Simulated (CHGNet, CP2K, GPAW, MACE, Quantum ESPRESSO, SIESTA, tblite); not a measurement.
**Random packing of Si57C22H21 (at. %) (99 atoms) in SIESTA**

How do the settings of SIESTA change the result for random packing of Si57C22H21 (at. %) (99 atoms)? A plane-wave run serves as the yardstick.

Calculated with SIESTA 5.4.2; the method is named at each step.

### Step 1. The system as given

The cell holds 99 atoms: 56 Si, 22 C and 21 H. Cell: a = 11.200 Å, b = 11.200 Å, c = 11.200 Å, α = 90.0°, β = 90.0°, γ = 90.0°. 99 atoms (56 Si, 22 C, 21 H) packed at random in a cube at 2.2 g/cm³ and pushed apart as soft spheres; a start for melting by ab initio MD, not an equilibrated structure. Then every atom was moved at random, 0.05 Å r.m.s. a Cartesian component (hydrogen 0.6 of that).

The yardstick, on the same geometry:

- method: Kohn-Sham DFT, PBE, SSSP efficiency 1.3.0 pseudopotentials, plane waves (Quantum ESPRESSO 7.5); sssp-pbe-1.3.0-efficiency, cutoffs 60/480 Ry, Γ point
- r.m.s. force component: 1.77 eV/Å
- longest force: 7.461 eV/Å
- pressure: -2.478 GPa
- time: 8 min on 2 MPI ranks of Arm Neoverse V1, shared host
- CPU time: 16 min

### Step 2. PBE, DZP, shift 0.01 Ry, mesh 300 Ry

Method: Kohn-Sham DFT, PBE, PseudoDojo 0.4.1 norm-conserving pseudopotentials (converted to PSML), numerical atomic orbitals (DZP), diagonalisation.

The .psml files are PseudoDojo norm-conserving potentials that we converted to this format, checked against plane waves on the same files for H, C, O, Si, Ge and Ca alone.

input.fdf reads:

```
SystemLabel cell
NumberOfAtoms 99
NumberOfSpecies 3
%block ChemicalSpeciesLabel
  1 14 Si
  2 6 C
  3 1 H
%endblock ChemicalSpeciesLabel
LatticeConstant 1.0 Ang
%block LatticeVectors
  11.20040 0.00000 0.00000
  0.00000 11.20040 0.00000
  0.00000 0.00000 11.20040
%endblock LatticeVectors
PAO.BasisSize DZP
PAO.EnergyShift 0.01 Ry
XC.Functional GGA
XC.Authors PBE
MeshCutoff 300 Ry
%block kgrid_Monkhorst_Pack
  1 0 0 0.0
  0 1 0 0.0
  0 0 1 0.0
%endblock kgrid_Monkhorst_Pack
SolutionMethod diagon
OccupationFunction FD
ElectronicTemperature 580 K
SCF.Mixer.Method Pulay
SCF.Mixer.Weight 0.05
SCF.Mixer.History 8
SCF.Mix Hamiltonian
MaxSCFIterations 300
SCF.DM.Tolerance 1e-04
SCF.H.Tolerance 1.0e-3 eV
WriteForces T
Write.HirshfeldPop T
Write.VoronoiPop T
Write.DM F
Write.H F
XML.Write F
AtomicCoordinatesFormat Fractional
%block AtomicCoordinatesAndAtomicSpecies
  0.64487 0.40747 0.32204 1
  0.28606 0.97094 0.51612 1
  0.97981 0.14068 0.33709 1
  0.44713 0.69681 0.35753 1
  0.65801 0.11573 0.91203 1
  0.93967 0.87513 0.56246 1
  0.29099 0.63527 0.62965 1
  0.45931 0.61890 0.69697 1
  0.40261 0.08193 0.01085 1
  0.97415 0.69585 0.93307 1
  0.12466 0.20192 0.22144 1
  0.12858 0.32958 0.71553 1
  0.17931 0.47443 0.58565 1
  0.54070 0.21065 0.03612 1
  0.44306 0.95929 0.81814 1
  0.92051 0.16954 0.03079 1
  0.41165 0.47861 0.55703 1
  0.88509 0.40221 0.57335 1
  0.81086 0.52798 0.01747 1
  0.46717 0.46004 0.38110 1
  0.01396 0.64809 0.15013 1
  0.77439 0.69172 0.76077 1
  0.64248 0.80395 0.25986 1
  0.92170 0.50158 0.18480 1
  0.20103 0.72067 0.42954 1
  0.47667 0.06785 0.65819 1
  0.12188 0.57250 0.28943 1
  0.35975 0.14992 0.53128 1
  0.78704 0.94770 0.16215 1
  0.40385 0.50874 0.20720 1
  0.68879 0.31089 0.48031 1
  0.30642 0.60383 0.89403 1
  0.83981 0.14019 0.85280 1
  0.79035 0.56310 0.61874 1
  0.20279 0.29357 0.90619 1
  0.06311 0.30076 0.41823 1
  0.24251 0.87892 0.83541 1
  0.38624 0.32003 0.88645 1
  0.90846 0.79264 0.09135 1
  0.74637 0.77849 0.49374 1
  0.25769 0.31981 0.35359 1
  0.09179 0.95818 0.16973 1
  0.26382 0.95600 0.05137 1
  0.60127 0.77461 0.82473 1
  0.82290 0.89002 0.75162 1
  0.23125 0.10109 0.91298 1
  0.62768 0.62723 0.56789 1
  0.30492 0.89486 0.28542 1
  0.30550 0.25864 0.72334 1
  0.97046 0.03040 0.76620 1
  0.95284 0.34154 0.98864 1
  0.32242 0.76493 0.05294 1
  0.65340 0.14853 0.62271 1
  0.35240 0.41332 0.04835 1
  0.00608 0.87273 0.89608 1
  0.48361 0.57555 0.00166 1
[... 39 atom lines left out ...]
  0.86833 0.78151 0.26400 3
  0.75502 0.63309 0.28527 3
  0.72395 0.27994 0.06610 3
  0.99313 0.70756 0.48851 3
%endblock AtomicCoordinatesAndAtomicSpecies
```

The run is started by

```bash
$ OMP_NUM_THREADS=1 mpirun -np 2 siesta < input.fdf > output.txt
```

Output:

```text
Version         : 5.4.2
reinit: System Name:
reinit: System Label: cell
initatom: Reading input for the pseudopotentials and atomic orbitals ----------
Species number:   1 Atomic number:   14 Label: Si
Species number:   2 Atomic number:    6 Label: C
Species number:   3 Atomic number:    1 Label: H
Ground state valence configuration (from tables):   3s02  3p02  3d00  4f00
Ground state valence configuration (from tables):   2s02  2p02  3d00  4f00
Ground state valence configuration (from tables):   1s01  2p00  3d00  4f00
---- Processing specs for species: Si
GGA--PBE XC_GGA_X_PBE--XC_GGA_C_PBE pb
---- Processing specs for species: C
GGA--PBE XC_GGA_X_PBE--XC_GGA_C_PBE pb
---- Processing specs for species: H
GGA--PBE XC_GGA_X_PBE--XC_GGA_C_PBE pb
Si pseudopotential only contains V_ls up to l=2 -- lmxkb reset.
C pseudopotential only contains V_ls up to l=1 -- lmxkb reset.
H pseudopotential only contains V_ls up to l=1 -- lmxkb reset.
Using PAO.SplitTailNorm
%block ChemicalSpeciesLabel
    1   14 Si                      # Species index, atomic number, species label
    2    6 C                       # Species index, atomic number, species label
    3    1 H                       # Species index, atomic number, species label
%endblock ChemicalSpeciesLabel
%block PAO.Basis                 # Define Basis set
Si                    2                    # Species label, number of l-shells
 n=3   0   2                         # n, l, Nzeta
   5.392      3.847
   1.000      1.000
 n=3   1   2 P   1                   # n, l, Nzeta, Polarization, NzetaPol
   6.844      4.952
   1.000      1.000
C                     2                    # Species label, number of l-shells
 n=2   0   2                         # n, l, Nzeta
   4.484      3.048
   1.000      1.000
 n=2   1   2 P   1                   # n, l, Nzeta, Polarization, NzetaPol
   5.436      3.692
   1.000      1.000
H                     1                    # Species label, number of l-shells
 n=1   0   2 P   1                   # n, l, Nzeta, Polarization, NzetaPol
   5.233      3.529
   1.000      1.000
%endblock PAO.Basis
coor:   Atomic-coordinates input format  =     Fractional
siesta: System type = bulk
initatomlists: Number of atoms, orbitals, and projectors:     99  1119  1289
siesta: ******************** Simulation parameters ****************************
Total number of electrons:   333.000000
Total ionic charge:   333.000000
 Kpoints in:            1 . Kpoints trimmed:            1
siesta: k-grid: Number of k-points = 1
siesta: k-points from Monkhorst-Pack grid
siesta: k-cutoff (effective) =     5.600 Ang
siesta: k-point supercell and displacements
siesta: k-grid:     1     0     0      0.000
siesta: k-grid:     0     1     0      0.000
siesta: k-grid:     0     0     1      0.000
                     ====================================
                        Single-point calculation
                     ====================================
outcell: Unit cell vectors (Ang):
       11.200400    0.000000    0.000000
        0.000000   11.200400    0.000000
        0.000000    0.000000   11.200400
outcell: Cell vector modules (Ang)   :   11.200400   11.200400   11.200400
outcell: Cell angles (23,13,12) (deg):     90.0000     90.0000     90.0000
outcell: Cell volume (Ang**3)        :   1405.0785
Gamma-point calculation with multiply-connected orbital pairs
Gamma-point calculation with multiply-connected orbital pairs
Folding of H and S implicitly performed
Folding of H and S implicitly performed
new_DM -- step:     1
Initializing Density Matrix...
Attempting to read DM from file... Failed...
DM filled with atomic data:
InitMesh: MESH = 120 x 120 x 120 = 1728000
InitMesh: Mesh cutoff (required, used) =   300.000   317.247 Ry
stepf: Fermi-Dirac step function
        iscf     Eharris(eV)        E_KS(eV)     FreeEng(eV)     dDmax    Ef(eV) dHmax(eV)
   scf:    1   -10076.724220   -10189.839310   -10190.167266  1.775541 -4.744094 10.837948
   scf:    2   -10211.340077   -10202.413652   -10202.778704  0.091043 -4.724490  6.219119
   scf:    3   -10213.291792   -10208.798463   -10209.193636  0.060098 -4.700581  3.202915
   scf:    4   -10213.067313   -10211.262620   -10211.673470  0.032058 -4.686825  1.568503
   scf:    5   -10213.461494   -10212.554435   -10212.975233  0.035841 -4.682488  0.735635
   scf:    6   -10213.178594   -10212.905013   -10213.331186  0.020696 -4.684920  0.488162
[...]
scf:   18   -10213.190564   -10213.190566   -10213.624117  0.000149 -4.728985  0.002180
   scf:   19   -10213.190576   -10213.190572   -10213.624127  0.000147 -4.729210  0.001246
   scf:   20   -10213.190568   -10213.190570   -10213.624130  0.000054 -4.729301  0.000627
SCF Convergence by DM+H criterion
max |DM_out - DM_in|         :     0.0000536121
max |H_out - H_in|      (eV) :     0.0006274435
SCF cycle converged after 20 iterations
Using DM_out to compute the final energy and forces
siesta: E_KS(eV) =           -10213.1906
siesta: E_KS - E_eggbox =    -10213.1906
siesta: Atomic forces (eV/Ang):
     1    0.937396    1.918808   -3.966410
     2   -1.900142   -3.927445    0.150477
     3   -4.333664   -2.519694    1.347450
     4    0.284087    0.863982    0.286679
     5   -1.207658   -2.612322   -0.404661
     6    1.681774    0.756104   -0.991198
[...]
97   -0.297549    0.448549   -0.355125
    98   -0.343703   -0.472395   -0.160651
    99    0.173080    0.758122    0.099279
----------------------------------------
   Tot   -0.003508    0.001959    0.003523
----------------------------------------
   Max    6.663866
   Res    1.849456    sqrt( Sum f_i^2 / 3N )
----------------------------------------
   Max    6.663866    constrained
Stress tensor Voigt[x,y,z,yz,xz,xy] (kbar):       24.70       11.27        4.70        4.29       -7.44       -9.78
(Free)E + p*V (eV/cell)   -10225.5149
Target enthalpy (eV/cell)   -10213.6241
siesta: Program's energy decomposition (eV):
siesta: Ebs     =     -3355.450676
siesta: Eions   =     17717.500278
siesta: Ena     =      5460.689747
siesta: Ekin    =      4649.596634
siesta: Enl     =       869.996794
siesta: DEna    =       200.526873
siesta: DUscf   =        10.797530
siesta: Ex      =     -3271.016598
siesta: Ec      =      -416.281273
siesta: Exc     =     -3687.297870
siesta: Eharris =    -10213.190568
siesta: Etot    =    -10213.190570
siesta: FreeEng =    -10213.624130
siesta: Final energy (eV):
siesta:  Band Struct. =   -3355.450676
siesta:       Kinetic =    4649.596634
siesta:       Hartree =    1457.189893
siesta:         Exch. =   -3271.016598
siesta:         Corr. =    -416.281273
siesta:   Exch.-corr. =   -3687.297870
siesta:  Ion-electron =   -6985.415959
siesta:       Ion-ion =   -5647.263267
siesta:         Total =  -10213.190570
siesta:         Fermi =      -4.729301
siesta: Stress tensor (static) (eV/Ang**3):
siesta:     0.015418   -0.006106   -0.004641
siesta:    -0.006106    0.007037    0.002675
siesta:    -0.004641    0.002675    0.002934
siesta: Cell volume =       1405.078533 Ang**3
siesta: Pressure (static):
siesta:                Solid            Molecule  Units
siesta:          -0.00009217          0.00009706  Ry/Bohr**3
siesta:          -0.00846272          0.00891138  eV/Ang**3
siesta:         -13.55877277         14.27760708  kBar
    Orbital volume contribution        =          56.093987 eV
    (Free)E + p_basis*V_orbitals       =      -10157.530143 eV
    (Free)Eharris+ p_basis*V_orbitals  =      -10157.530141 eV
Hirshfeld Atomic Populations:
Atom #   charge [q] valence [e]  Species
     1     0.088156    3.911844  Si
     2     0.070541    3.929459  Si
     3     0.069983    3.930017  Si
     4     0.104153    3.895847  Si
     5     0.088612    3.911388  Si
     6     0.146566    3.853434  Si
[...]
54     0.034060    3.965940  Si
    55     0.027236    3.972764  Si
    56     0.059350    3.940650  Si
    57    -0.085945    4.085945  C
    58    -0.142127    4.142127  C
    59    -0.062037    4.062037  C
    60    -0.100783    4.100783  C
    61    -0.104241    4.104241  C
    62    -0.097387    4.097387  C
[...]
76    -0.057210    4.057210  C
    77    -0.079002    4.079002  C
    78    -0.093548    4.093548  C
    79    -0.049499    1.049499  H
    80    -0.051766    1.051766  H
    81    -0.070294    1.070294  H
    82    -0.034071    1.034071  H
    83    -0.045467    1.045467  H
    84    -0.044324    1.044324  H
[...]
97    -0.068648    1.068648  H
    98    -0.059588    1.059588  H
    99    -0.079437    1.079437  H
--------------------
 Total    -0.000015
```

Run time: 3.4 min. Hardware: 2 MPI ranks of Arm Neoverse V1, shared host; peak memory 1.6 GiB; 6.9 min of CPU time.

Banners and routine set-up lines are dropped from the logs; longer cuts are marked.

Compared with the plane-wave run:

```yaml
r_m_s_force_component: 1.849 eV/Å
r_m_s_difference_of_force_components: 118.2 meV/Å
longest_difference_of_force_vectors: 528.4 meV/Å
force_difference_over_r_m_s_force: 6.679 %
slope_of_forces_against_the_reference_s: 1.044
correlation_of_force_components: 0.9988
pressure: -1.356 GPa
pressure_difference: 1.122 GPa
```

Length of the force difference by element (eV/Å):

| element | atoms | mean | most |
| --- | --- | --- | --- |
| C | 22 | 0.15 | 0.53 |
| H | 21 | 0.027 | 0.072 |
| Si | 56 | 0.22 | 0.48 |

The surroundings of Si43, whose charge lies farthest from its element's mean, nearest first, numbered as they follow in the input and with coordinates relative to it.

| atom | x | y | z | distance (Å) | bonds | Hirshfeld charge (e) | Fx | Fy | Fz (eV/Å) |
| --- | --- | --- | --- | --- | --- | --- | --- | --- | --- |
| Si43 | 0.00 | 0.00 | 0.00 | 0.00 | 4 | -0.04 | -1.64 | -1.37 | 1.87 |
| Si9 | 1.55 | 1.41 | -0.45 | 2.15 | 4 | 0.01 | 0.89 | -0.01 | 0.92 |
| Si52 | 0.66 | -2.14 | 0.02 | 2.24 | 2 | 0.07 | 0.64 | -2.02 | 1.72 |
| Si46 | -0.36 | 1.63 | -1.55 | 2.28 | 3 | 0.03 | -1.70 | -1.19 | -2.30 |
| Si42 | -1.93 | 0.02 | 1.33 | 2.34 | 1 | 0.08 | -1.05 | 0.12 | 1.06 |
| Si37 | -0.24 | -0.86 | -2.42 | 2.58 | 1 | 0.04 | -0.55 | -0.27 | -1.12 |
| Si48 | 0.46 | -0.68 | 2.62 | 2.75 | 1 | 0.09 | -0.25 | 0.34 | -0.09 |
| H91 | 2.49 | -1.24 | 0.84 | 2.90 | 0 | -0.08 | -0.59 | -0.68 | 0.27 |
| C59 | 0.36 | 2.86 | 0.73 | 2.97 | 2 | -0.06 | -1.42 | 0.11 | -0.09 |

Forces lie 6.7 % from the reference's, at 0.43 times its CPU time.

### Step 3. PBE, TZP, shift 0.01 Ry, mesh 300 Ry

Method: Kohn-Sham DFT, PBE, PseudoDojo 0.4.1 norm-conserving pseudopotentials (converted to PSML), numerical atomic orbitals (TZP), diagonalisation.

input.fdf: that of step 2 with these lines changed.

```diff
@@ -14,3 +14,3 @@
 %endblock LatticeVectors
-PAO.BasisSize DZP
+PAO.BasisSize TZP
 PAO.EnergyShift 0.01 Ry
```

Output:

```text
Version         : 5.4.2
reinit: System Name:
reinit: System Label: cell
initatom: Reading input for the pseudopotentials and atomic orbitals ----------
Species number:   1 Atomic number:   14 Label: Si
Species number:   2 Atomic number:    6 Label: C
Species number:   3 Atomic number:    1 Label: H
Ground state valence configuration (from tables):   3s02  3p02  3d00  4f00
Ground state valence configuration (from tables):   2s02  2p02  3d00  4f00
Ground state valence configuration (from tables):   1s01  2p00  3d00  4f00
---- Processing specs for species: Si
GGA--PBE XC_GGA_X_PBE--XC_GGA_C_PBE pb
---- Processing specs for species: C
GGA--PBE XC_GGA_X_PBE--XC_GGA_C_PBE pb
---- Processing specs for species: H
GGA--PBE XC_GGA_X_PBE--XC_GGA_C_PBE pb
[... lines left out ...]
Total number of electrons:   333.000000
[... lines left out ...]
stepf: Fermi-Dirac step function
        iscf     Eharris(eV)        E_KS(eV)     FreeEng(eV)     dDmax    Ef(eV) dHmax(eV)
[... lines left out ...]
SCF Convergence by DM+H criterion
[... lines left out ...]
SCF cycle converged after 20 iterations
[... lines left out ...]
   Max    6.657144
[... lines left out ...]
   Max    6.657144    constrained
Stress tensor Voigt[x,y,z,yz,xz,xy] (kbar):       25.64       12.32        6.84        4.49       -7.05       -9.50
[... lines left out ...]
siesta: DUscf   =        11.148178
siesta: Ex      =     -3270.917552
siesta: Ec      =      -416.270673
siesta: Exc     =     -3687.188225
siesta: Eharris =    -10216.467581
siesta: Etot    =    -10216.467583
siesta: FreeEng =    -10216.903361
siesta: Final energy (eV):
siesta:  Band Struct. =   -3356.938268
siesta:       Kinetic =    4643.279204
siesta:       Hartree =    1459.182305
siesta:         Exch. =   -3270.917552
siesta:         Corr. =    -416.270673
siesta:   Exch.-corr. =   -3687.188225
siesta:  Ion-electron =   -6984.477599
siesta:       Ion-ion =   -5647.263267
siesta:         Total =  -10216.467583
siesta:         Fermi =      -4.740905
siesta: Stress tensor (static) (eV/Ang**3):
siesta:     0.016001   -0.005927   -0.004403
siesta:    -0.005928    0.007688    0.002804
siesta:    -0.004403    0.002804    0.004267
siesta: Cell volume =       1405.078533 Ang**3
siesta: Pressure (static):
siesta:                Solid            Molecule  Units
siesta:          -0.00010149          0.00009036  Ry/Bohr**3
siesta:          -0.00931879          0.00829664  eV/Ang**3
siesta:         -14.93034158         13.29268639  kBar
    Orbital volume contribution        =          70.139535 eV
    (Free)E + p_basis*V_orbitals       =      -10146.763826 eV
    (Free)Eharris+ p_basis*V_orbitals  =      -10146.763824 eV
Hirshfeld Atomic Populations:
Atom #   charge [q] valence [e]  Species
     1     0.089023    3.910977  Si
     2     0.072950    3.927050  Si
     3     0.072514    3.927486  Si
[...]
55     0.028150    3.971850  Si
    56     0.060313    3.939687  Si
    57    -0.087768    4.087768  C
    58    -0.145118    4.145118  C
    59    -0.064131    4.064131  C
[...]
77    -0.082133    4.082133  C
    78    -0.095873    4.095873  C
    79    -0.048775    1.048775  H
    80    -0.051190    1.051190  H
    81    -0.070513    1.070513  H
[...]
98    -0.059740    1.059740  H
    99    -0.079593    1.079593  H
--------------------
 Total    -0.000010
```

Elapsed: 4.8 min, on 2 MPI ranks; peak memory 1.9 GiB; 9.6 min of CPU time.

Numbers from this run, and their distance from the reference:

```
r.m.s. force component                  : 1.853 eV/Å
r.m.s. difference of force components   : 116.3 meV/Å
longest difference of force vectors     : 539.3 meV/Å
force difference over r.m.s. force      : 6.569 %
slope of forces against the reference's : 1.046
correlation of force components         : 0.999
pressure                                : -1.493 GPa
pressure difference                     : 0.985 GPa
```

Against the first run (6.7 %), the force difference from the reference is 6.6 %, at 1.4 times the CPU time, with 1452 basis functions against 1119.

The run ends at a pressure of -1.49 GPa, with forces up to 7.9 eV/Å.

[end of part 1 of 2]

[Long decimals in the printed logs are rounded to 6 places.]

[Also dropped from logs without a mark: lines with file paths, logging warnings of Python, QE's lines on negative density and diagonalisation, SIESTA's first energy breakdown, zero terms and Voronoi charges.]

[Logs are printed without paths, hosts, clocks, repeated set-up lines and the standing remarks that a program may print on its own settings, such as how far it seeks lower states.]

[Hosts, paths, dates, database ids (printed as entryN), source tags and the programs' standing remarks are cut or masked in the printed files.]

[Most failed runs of this program on this cell are left out, timed-out ones always.]
